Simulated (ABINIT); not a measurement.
# A GW chain in ABINIT: CdS (Hawleyite), part 2 of 2

How does a plane-wave GW calculation on CdS (Hawleyite) run from the first input to the gap?

ABINIT 10.8.3; PBE and many-body steps on it, plane waves. Known limits of the many-body steps: short of the basis limit; no spin-orbit coupling; coarse k mesh.

So far. Step 2 (Ground state): The gap is direct, at Γ. Step 3 (Bands along the symmetry lines): The gap is 1.145 eV, as in the run before at this level.

**4. Empty states on the mesh, 4×4×4 mesh, 150 bands**

Level of this step: DFT, PBE, plane waves, norm-conserving pseudopotentials (ABINIT).

The sums over transitions need many empty states on a uniform mesh; this step solves for them.

Input file run.abi:

```
acell 3*1.0 Angstrom
rprim 
  -0.000000000000 2.916500000000 2.916500000000
  2.916500000000 -0.000000000000 2.916500000000
  2.916500000000 2.916500000000 -0.000000000000
ntypat 2
znucl 48 16
natom 2
typat 1 2
xred 
  0.000000000000 0.000000000000 0.000000000000
  0.250000000000 0.250000000000 0.250000000000
pp_dirpath "pseudos"
pseudos "Cd.upf, S.upf"
ecut 47
ngkpt 4 4 4
nshiftk 1
shiftk 0 0 0
kptopt 1
chksymbreak 0
irdden 1
istwfk *1
nband 150
prtvol 0
optdriver 6
gwr_task "HDIAGO"
paral_kgb 0
occopt 1
indata_prefix "in"
outdata_prefix "out"
tmpdata_prefix "tmp"
```

Launch:

```
$ OMP_NUM_THREADS=1 mpirun -n 8 abinit run.abi > log
```

Output:

```text
[banner, memory and clock lines left out]
.Version 10.8.3 of ABINIT. v10.8.2 released Aug 2026.

 Symmetries : space group F-4 3 m (#216); Bravais cF (face-center cubic)
[... echo of the input left out ...]
== DATASET  1 ==================================================================
-   mpi_nproc: 8, omp_nthreads: 1 (-1 if OMP is not activated)

--- !DatasetInfo
iteration_state: {dtset: 1, }
dimensions: {natom: 2, nkpt: 8, mband: 150, nsppol: 1, nspinor: 1, nspden: 1, mpw: 5180, }
cutoff_energies: {ecut:  47.0, pawecutdg:  -1.0, }
electrons: {nelect:   2.60000000E+01, charge:   0.00000000E+00, occopt:   1.00000000E+00, tsmear:   1.00000000E-02, }

.Using double precision arithmetic; gwpc =  8

- Reading GS density from: in_DEN

--- Pseudopotential description ------------------------------------------------
- Cd Generated using ONCVPSP code by D. R. Hamann
- 48.00000  20.00000  171031                  znucl, zion, pspdat
12 -101130 2 -1 1368                          pspcod,pspxc,lmax,lloc,mmax
     nproj     2     2     2
  pspatm : epsatm=   23.16453630
         --- l  ekb(1:nproj) -->
             0   51.917189    3.534234
             1    8.636196    1.282240
             2    0.687672   -0.678465
 pspatm: atomic psp has been read  and splines computed

- S Generated using ONCVPSP code by D. R. Hamann
- 16.00000   6.00000  171031                  znucl, zion, pspdat
12 -101130 2 -1 1146                          pspcod,pspxc,lmax,lloc,mmax
     nproj     2     2     2
  pspatm : epsatm=    9.01821529
         --- l  ekb(1:nproj) -->
             0    6.763951    0.574108
             1    3.227080    0.887329
             2   -3.547662   -0.986524
 pspatm: atomic psp has been read  and splines computed

   8.36751541E+02                                ecore*ucvol(ha*bohr**3)

 Total charge density [el/Bohr^3]
)     Maximum=    2.5684E+00  at reduced coord.    0.0200    0.0600    0.9000
)     Minimum=    1.5967E-03  at reduced coord.    0.5000    0.5000    0.5000
   Integrated=    2.6000E+01

 === KS gaps after direct diagonalization ===
 Direct band gap semiconductor
 Fundamental gap:     1.145 (eV)
   VBM:     4.366 (eV) at k: [ 0.0000E+00,  0.0000E+00,  0.0000E+00]
   CBM:     5.511 (eV) at k: [ 0.0000E+00,  0.0000E+00,  0.0000E+00]
 Direct gap:         1.145 (eV) at k: [ 0.0000E+00,  0.0000E+00,  0.0000E+00]

== END DATASET(S) ==============================================================

 -outvars: echo values of variables after computation  --------
           etotal      0.0000000000E+00
            nband         150
             nkpt           8
          spgroup         216
 [... the other variables as echoed above ...]

 Calculation completed.
```

The job ended after 35 s (8 MPI ranks of AMD EPYC 9R45, shared host; peak memory 12 GiB).

This step gave:

- gap: 1.145 eV
- k of the valence top: 0, 0, 0
- k of the conduction bottom: 0, 0, 0
- least direct gap: 1.145 eV
- k points computed: 8
- lowest point of the top converged band, above the valence top: 98.3047 eV

On this mesh the gap is 1.145 eV.

**5. Screening, 4×4×4 mesh, 142 bands, screening to 163.3 eV**

The RPA dielectric matrix is built and inverted for each q.

This step: RPA screening on PBE, plane waves, norm-conserving pseudopotentials.

run.abi, as its differences from that of step 4:

```diff
@@ -20,10 +20,11 @@
 chksymbreak 0
-irdden 1
 istwfk *1
-nband 150
-prtvol 0
-optdriver 6
-gwr_task "HDIAGO"
-paral_kgb 0
 occopt 1
+irdwfk 1
+optdriver 3
+nband 142
+ecuteps 6
+inclvkb 2
+awtr 1
+symchi 1
 indata_prefix "in"
```

Output:

```text
.Version 10.8.3 of ABINIT. v10.8.2 released Aug 2026.

 Symmetries : space group F-4 3 m (#216); Bravais cF (face-center cubic)
[... echo of the input left out ...]
== DATASET  1 ==================================================================
-   mpi_nproc: 8, omp_nthreads: 1 (-1 if OMP is not activated)

--- !DatasetInfo
iteration_state: {dtset: 1, }
dimensions: {natom: 2, nkpt: 8, mband: 142, nsppol: 1, nspinor: 1, nspden: 1, mpw: 5180, }
cutoff_energies: {ecut:  47.0, pawecutdg:  -1.0, }
electrons: {nelect:   2.60000000E+01, charge:   0.00000000E+00, occopt:   1.00000000E+00, tsmear:   1.00000000E-02, }

 SCREENING: Calculation of the susceptibility and dielectric matrices

 Based on a program developped by R.W. Godby, V. Olevano, G. Onida, and L. Reining.
 Incorporated in ABINIT by V. Olevano, G.-M. Rignanese, and M. Torrent.
.Using double precision arithmetic ; gwpc =  8

[... cell and pseudopotentials left out ...]
--------------------------------------------------------------------------------

 ==== K-mesh for the wavefunctions ====
 Number of points in the irreducible wedge :     8
[... list of points left out ...]
 Together with 24 symmetry operations and time-reversal symmetry
 yields    64 points in the full Brillouin Zone.

 ==== Q-mesh for the screening function ====
 Number of points in the irreducible wedge :     8
[... list of points left out ...]
 Together with 24 symmetry operations and time-reversal symmetry
 yields    64 points in the full Brillouin Zone.

 setmesh: FFT mesh size selected  =    36x   36x   36
          total number of points  =        46656

 vcoul_init : cutoff-mode = AUXILIARY_FUNCTION
 q-points for optical limit:   1
     1)      0.000010    0.000020    0.000030

- screening: taking advantage of time-reversal symmetry
- Maximum band index for partially occupied states nbvw = 13
- Remaining bands to be divided among processors   nbcw = 129
- Number of bands treated by each node ~16

 Number of electrons calculated from density =   26.0000; Expected =   26.0000
 average of density, n =  0.077653
 r_s =    1.4541
 omega_plasma =   26.8804 [eV]

 calculating chi0 at frequencies [eV] :
  1    0.000000E+00    0.000000E+00
  2    0.000000E+00    2.688042E+01

--------------------------------------------------------------------------------
  q-point number  1        q = ( 0.000000, 0.000000, 0.000000) [r.l.u.]
--------------------------------------------------------------------------------
[... chi0 elements left out ...]
 For q-point:  0.000010 0.000020 0.000030
  dielectric constant =  11.0712
  dielectric constant without local fields =  11.7792

  Average fulfillment of the sum rule on Im[epsilon] for q-point    1 :     71.68  [%]
[... wings left out ...]
  q-point number  2        q = ( 0.250000, 0.000000, 0.000000) [r.l.u.]
--------------------------------------------------------------------------------
[... chi0 elements left out ...]
  Average fulfillment of the sum rule on Im[epsilon] for q-point    2 :     81.95  [%]

 [... 6 further q-points ...]
```

The job ended after 14 s (8 MPI ranks; peak memory 2.4 GiB; 1.8 min of CPU time).

Numbers from this step:

| Property | Result |
| --- | --- |
| ε∞ with local fields, on this mesh | 11.07 |
| ε∞ without local fields, on this mesh | 11.78 |
| plasma frequency | 26.88 eV |
| plane waves in the screening matrix | 259 |

Local fields lower ε∞ by 6 %. On a Γ-centred mesh this coarse the value itself is usually too large, while a short band sum pulls it down.

**6. Self-energy, 4×4×4 mesh, 142 bands, screening to 163.3 eV**

The self-energy is evaluated for the states that the input lists, and the quasiparticle equation is solved.

This step: G0W0 on PBE, plane waves, norm-conserving pseudopotentials.

run.abi, as its differences from that of step 5:

```diff
@@ -23,8 +23,15 @@
 irdwfk 1
-optdriver 3
+optdriver 4
 nband 142
+gwcalctyp 0
+ecutsigx 47
+symsigma 1
+nkptgw 1
+kptgw 
+  0.0000000000 0.0000000000 0.0000000000
+bdgw 
+  11 17
 ecuteps 6
-inclvkb 2
-awtr 1
-symchi 1
+irdscr 1
+ppmodel 1
 indata_prefix "in"
```

Output:

```text
.Version 10.8.3 of ABINIT. v10.8.2 released Aug 2026.

 Symmetries : space group F-4 3 m (#216); Bravais cF (face-center cubic)
[... echo of the input left out ...]
== DATASET  1 ==================================================================
-   mpi_nproc: 8, omp_nthreads: 1 (-1 if OMP is not activated)

--- !DatasetInfo
iteration_state: {dtset: 1, }
dimensions: {natom: 2, nkpt: 8, mband: 142, nsppol: 1, nspinor: 1, nspden: 1, mpw: 5180, }
cutoff_energies: {ecut:  47.0, pawecutdg:  -1.0, }
electrons: {nelect:   2.60000000E+01, charge:   0.00000000E+00, occopt:   1.00000000E+00, tsmear:   1.00000000E-02, }

 SIGMA: Calculation of the GW corrections

 Based on a program developped by R.W. Godby, V. Olevano, G. Onida, and L. Reining.
 Incorporated in ABINIT by V. Olevano, G.-M. Rignanese, and M. Torrent.
.Using double precision arithmetic ; gwpc =  8

[... cell and pseudopotentials left out ...]
--------------------------------------------------------------------------------

 ==== K-mesh for the wavefunctions ====
 Number of points in the irreducible wedge :     8
[... list of points left out ...]
 Together with 24 symmetry operations and time-reversal symmetry
 yields    64 points in the full Brillouin Zone.

 ==== Q-mesh for screening function ====
 Number of points in the irreducible wedge :     8
[... list of points left out ...]
 Together with 24 symmetry operations and time-reversal symmetry
 yields    64 points in the full Brillouin Zone.

 vcoul_init : cutoff-mode = AUXILIARY_FUNCTION
 q-points for optical limit:   1
     1)      0.000010    0.000020    0.000030
 setmesh: FFT mesh size selected  =    50x   50x   50
          total number of points  =       125000

 Number of electrons calculated from density =   26.0000; Expected =   26.0000
 average of density, n =  0.077653
 r_s =    1.4541
 omega_plasma =   26.8804 [eV]

 === KS Band Gaps ===
  >>>> For spin  1
   Minimum direct gap =   1.1447 [eV], located at k-point      :   0.0000  0.0000  0.0000
   Fundamental gap    =   1.1447 [eV], Top of valence bands at :   0.0000  0.0000  0.0000
                                       Bottom of conduction at :   0.0000  0.0000  0.0000
 SIGMA fundamental parameters:
 PLASMON POLE MODEL  1
 number of plane-waves for SigmaX                 5065
 number of plane-waves for SigmaC and W            259
 number of plane-waves for wavefunctions          5065
 number of bands                                   142
 number of independent spin polarizations            1
 number of spinorial components                      1
 number of k-points in IBZ                           8
 number of q-points in IBZ                           8
 number of symmetry operations                      24
 number of k-points in BZ                           64
 number of q-points in BZ                           64
 number of frequencies for dSigma/dE                 9
 frequency step for dSigma/dE [eV]                0.25
 number of omega for Sigma on real axis              0
 max omega for Sigma on real axis  [eV]           0.00
 zcut for avoiding poles [eV]                     0.10

 EPSILON^-1 parameters (SCR file):
 dimension of the eps^-1 matrix on file            259
 dimension of the eps^-1 matrix used               259
 number of plane-waves for wavefunctions          5065
 number of bands                                   142
 number of q-points in IBZ                           8
 number of frequencies                               2
 number of real frequencies                          1
 number of imag frequencies                          1

 matrix elements of self-energy operator (all in [eV])

 Perturbative Calculation

--- !SelfEnergy_ee
iteration_state: {dtset: 1, }
kpoint     : [   0.000,    0.000,    0.000, ]
spin       : 1
KS_gap     :    1.145
QP_gap     :    2.097
Delta_QP_KS:    0.952
data: !SigmaeeData |
     Band     E0 <VxcDFT>   SigX SigC(E0)      Z dSigC/dE  Sig(E)    E-E0       E
       11   4.366 -15.389 -18.420   2.000   0.781  -0.280 -16.194  -0.805   3.561
       12   4.366 -15.389 -18.420   2.000   0.781  -0.280 -16.194  -0.805   3.561
       13   4.366 -15.389 -18.420   2.000   0.781  -0.280 -16.194  -0.805   3.561
       14   5.511 -10.636  -6.668  -3.787   0.813  -0.231 -10.489   0.147   5.658
       15  10.897 -10.642  -5.801  -4.357   0.810  -0.235 -10.250   0.392  11.289
       16  10.897 -10.642  -5.801  -4.357   0.810  -0.235 -10.250   0.392  11.289
       17  10.897 -10.642  -5.801  -4.357   0.810  -0.235 -10.250   0.392  11.289

== END DATASET(S) ==============================================================
================================================================================

 -outvars: echo values of variables after computation  --------
           etotal      0.0000000000E+00
            nband         142
             nkpt           8
          spgroup         216
 [... the other variables as echoed above ...]

 Calculation completed.
```

Run time: 4.1 s. Hardware: 8 MPI ranks; peak memory 1.7 GiB.

Numbers from this step:

```yaml
g0w0_gap_on_the_mesh: 2.097 eV
starting_gap_on_the_mesh: 1.145 eV
k_of_the_valence_top: 0, 0, 0
k_of_the_conduction_bottom: 0, 0, 0
z_at_the_valence_top: 0.781
z_at_the_conduction_bottom: 0.813
least_direct_g0w0_gap_on_the_computed_points: 2.097 eV
```

The gap on the mesh goes from 1.14 eV to 2.10 eV, a correction of +0.95 eV.

Limits: finite bands, cutoff and mesh; no spin-orbit coupling; coarse k mesh. v1 is the top filled band, c1 the lowest empty one. Levels before and after the correction, in eV, zero at the valence-band top of each column:

```
           conduction bottom  valence top
Kohn-Sham               1.14         0.00
     G0W0               2.10         0.00
```

```
             level  energy (eV)
Kohn-Sham  Γ v3-v1        0.000
Kohn-Sham     Γ c1        1.145
Kohn-Sham  Γ c2-c4        6.531
     G0W0  Γ v3-v1        0.000
     G0W0     Γ c1        2.097
     G0W0  Γ c2-c4        7.728
```

**7. Where the time went**

Times are wall times on 8 MPI ranks of AMD EPYC 9R45, shared host, good to a factor of about two.

```
                          step   time  share  memory (GiB)
                  ground state  5.7 s    8 %          0.76
bands along the symmetry lines  8.7 s   13 %          0.67
      empty states on the mesh   35 s   52 %            12
                     screening   14 s   21 %           2.4
                   self-energy  4.1 s    6 %           1.7
```

**8. Outcome**

- PBE gap: 1.14 eV, direct
- G0W0 gap on the mesh: 2.10 eV
- GW settings: 4×4×4 mesh, 142 bands, screening to 163.3 eV, Godby-Needs plasmon pole
- known limits: short of the basis limit; no spin-orbit coupling; coarse k mesh

What this shows: G0W0 moves the gap on the mesh from 1.14 eV to 2.10 eV (+0.95 eV), with Z of 0.78 and 0.81 at the edges. Local fields lower the RPA ε∞ on this mesh from 11.78 to 11.07; a Γ-centred mesh this coarse tends to raise both, most where the direct gap is narrow, while a short band sum lowers them. The dearest step here is «empty states on the mesh». Against experiment, by G0W0@PBE: the gap of 2.10 eV lies −0.32 eV from the measured 2.42 eV (optical, 1995). An exciton line or allowed optical edge lies below the quasiparticle gap by the binding energy; a forbidden edge can push the onset above it. The calculation has static nuclei and no excitons; a measured gap holds zero-point and thermal motion, which mostly lowers it. Against the values above the computed gap that would widen the miss. A likelier cause is the start: a gap of 1.14 eV screens too strongly, and one shot does not repair it. Bands and cutoff are finite, so the gap stands short of the basis limit, usually by up to a few tenths of an eV; the mesh is an error of its own. The 4×4×4 mesh is coarse for this cell, which bears on the long-range parts of exchange and screening. The many-body steps are scalar-relativistic: spin-orbit coupling is not in them.

[Long decimals in the printed logs are rounded to 6 places.]

[Logs are printed without paths, hosts, clocks, repeated set-up lines and the standing remarks that a program may print on its own settings, such as how far it seeks lower states.]

[Paths, hosts, dates, memory and timing lines, banners, echoed tables and standing remarks are left out of the program output; an Ansatz launch command may be rebuilt from the run's recorded settings. Measured values are a selection of at most five: reports struck by readers or far from the other reports are left out. None is set beside runs whose start may be inverted or whose files or cutoffs have a known fault.]

[Runs of the session that timed out or met a known fault of the program may be left out.]

[Hosts, paths, dates, database ids (printed as entryN), source tags and the programs' standing remarks are cut or masked in the printed files.]

[G0W0 gaps are taken among the corrected bands and points alone; a level outside them can change the order at an edge.]

[Where Ansatz stands beside ABINIT at settings called matched, ABINIT's density can come from a denser mesh and the files from another edition; pairs whose starting gaps differed by over 0.03 eV were left out, so agreement reads better than it is.]
